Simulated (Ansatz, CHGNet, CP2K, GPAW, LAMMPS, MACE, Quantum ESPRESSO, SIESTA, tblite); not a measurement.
**Other levels on glassy 62SiO2-21K2O-18CaO (mol %) (110 atoms)**

Density of this cell: 2.59 g/cm³. The cell holds 110 atoms: 24 Si, 16 K, 7 Ca and 63 O. Its edges and angles: a = 11.833 Å, b = 11.833 Å, c = 11.833 Å, α = 90.0°, β = 90.0°, γ = 90.0°. 110 atoms (24 Si, 16 K, 7 Ca, 63 O) placed at random at 2.52 g/cm³, melted at 4000 K for 10 ps at fixed volume with the Morse and Coulomb pair potential with partial charges (Pedone, Malavasi, Menziani, Cormack and Segre, J. Phys. Chem. B 110, 11780 (2006)). Quenched from 4000 K to 300 K at 10 K/ps and fixed volume, held 10 ps at zero pressure.

Geometry: as built.

The reference, a calculation:

| Item | Value |
| --- | --- |
| method | Kohn-Sham DFT, PBE, PAW, plane waves (Ansatz 0.2.0); cutoff 420 eV, Γ point, fermi-dirac smearing of 0.05 eV; PAW set soft_2 |
| r.m.s. force component | 1.418 eV/Å |
| longest force | 6.705 eV/Å |
| pressure | 6.383 GPa |
| gap (highest filled to lowest empty level) | 2.228 eV |
| SCF cycles | 9 |
| time | 30 s on 4 threads of Arm Neoverse V2, shared host |
| CPU time | 1.9 min |

**Question.** The same geometry is run in other programs. How far does each lie from the reference, and what does it cost?
- SIESTA PBE, DZP, shift 0.01 Ry, mesh 500 Ry (SIESTA 5.4.2; 4 MPI ranks)
- SIESTA PBE, DZ, shift 0.01 Ry, mesh 500 Ry (SIESTA 5.4.2; 2 MPI ranks)
- SIESTA PBE, SZP, shift 0.01 Ry, mesh 500 Ry (SIESTA 5.4.2; 2 MPI ranks)
- GPAW PBE, LCAO szp(dzp), h 0.18 Å (GPAW 26.7.0; 1 thread)
- tblite GFN1-xTB (tblite 0.8.0; 1 thread)
- MACE MPA-0 medium potential (MACE MPA-0 medium; 1 thread)
- CP2K PBE, DZVP-MOLOPT-SR, 210/50 Ry, OT DIIS (CP2K 2026.2; 2 threads)
- CP2K PBE, DZVP-MOLOPT-SR, 600/50 Ry, TRS4 filter 1e-07, SCF 1e-07 (CP2K 2026.2; 4 MPI ranks)
- CP2K PBE, DZVP-MOLOPT-SR, 600/50 Ry, OT DIIS (CP2K 2026.2; 4 MPI ranks)
- QE PBE, sssp-1.3.0-efficiency, 60/480 Ry (Quantum ESPRESSO 7.5; 2 MPI ranks)

Differences are against the plane-wave reference, forces as r.m.s. over components; share is that over the reference's r.m.s. force, slope the least-squares factor from reference forces to these. Total energies of different programs have different zeros and aren't compared.

```
                                                              run  Δ force, r.m.s. (meV/Å)  share (%)  slope  Δ pressure (GPa)  Δ gap (eV)  cores  CPU time  memory (GiB)
                                                        reference                        -          -      -                 -           -      4   1.9 min           2.3
                      SIESTA PBE, DZP, shift 0.01 Ry, mesh 500 Ry                      271       19.1  1.117              2.74      -0.839      4   7.6 min           3.2
              SIESTA PBE, DZ, shift 0.01 Ry, mesh 500 Ry (coarse)                     1078       76.0  1.530              10.2      -0.599      2     3 min           1.7
             SIESTA PBE, SZP, shift 0.01 Ry, mesh 500 Ry (coarse)                      475       33.5  1.237              6.39       -1.05      2     6 min           2.5
                       GPAW PBE, LCAO szp(dzp), h 0.18 Å (coarse)                      401       28.3  1.202                 -      -0.667      1   6.3 min           2.4
                                                  tblite GFN1-xTB                     1050       74.1  1.023             0.493           -      1     6.6 s          0.14
                                      MACE MPA-0 medium potential                     76.5       5.40  1.009             0.296           -      1     9.7 s           1.1
            CP2K PBE, DZVP-MOLOPT-SR, 210/50 Ry, OT DIIS (coarse)                      167       11.8  0.986             0.436      -0.119      2   9.9 min             1
CP2K PBE, DZVP-MOLOPT-SR, 600/50 Ry, TRS4 filter 1e-07, SCF 1e-07                      108       7.60  0.991             0.139           -      4   6.5 min           4.0
                     CP2K PBE, DZVP-MOLOPT-SR, 600/50 Ry, OT DIIS                      103       7.26  0.991             0.124      -0.103      4    14 min           4.4
                         QE PBE, sssp-1.3.0-efficiency, 60/480 Ry                     44.7       3.15  1.026             0.146      0.0029      2    25 min           5.4
```

Rows marked coarse were listed beforehand as settings not expected to be converged; some can still land near the reference.

Times of the machine-learned potentials are mostly Python's start and the loading of weights.

CPU time is summed over cores on a shared host, where runs went side by side, so it is rough. Symmetry, cutoffs, thresholds, outputs and thread counts weren't matched or tuned between programs; memory under MPI is the largest rank's times the ranks.

PBE on plane waves or a grid with other potentials, cutoffs or grids, coarse settings apart, differs from the reference by 3.2 % (QE PBE, sssp-1.3.0-efficiency, 60/480 Ry) of the r.m.s. force; this holds the reference's own error, so differences of a few per cent don't tell which side is nearer the exact PBE result (QE's 60 Ry are 816 eV, against the reference's 420 eV). The PBE runs in local orbitals, coarse settings apart, differ by 7.3 % (CP2K PBE, DZVP-MOLOPT-SR, 600/50 Ry, OT DIIS) to 19 % (SIESTA PBE, DZP, shift 0.01 Ry, mesh 500 Ry); basis, grid and potentials can all enter. Tight binding differs by 74 % (tblite GFN1-xTB); it is another model, with fitted parameters of its own, and the xTB methods hold dispersion. Machine-learned potentials differ by 5.4 % (MACE MPA-0 medium potential); they were trained on other programs' data. Periodic xTB results under one method name differ between programs and library versions. Machine-learned potentials mimic data converged in k, so the reference's own k-point error enters their differences. The network of bonds at the start is that of the classical potential that made the cell, and needn't be the one that DFT or experiment would give. The electronic-structure runs sample only Γ, in a cell whose shortest periodic width is 12 Å.

[Logs are printed without paths, hosts, clocks, repeated set-up lines and the standing remarks that a program may print on its own settings, such as how far it seeks lower states.]

[Hosts, paths, dates, database ids (printed as entryN), source tags and the programs' standing remarks are cut or masked in the printed files.]
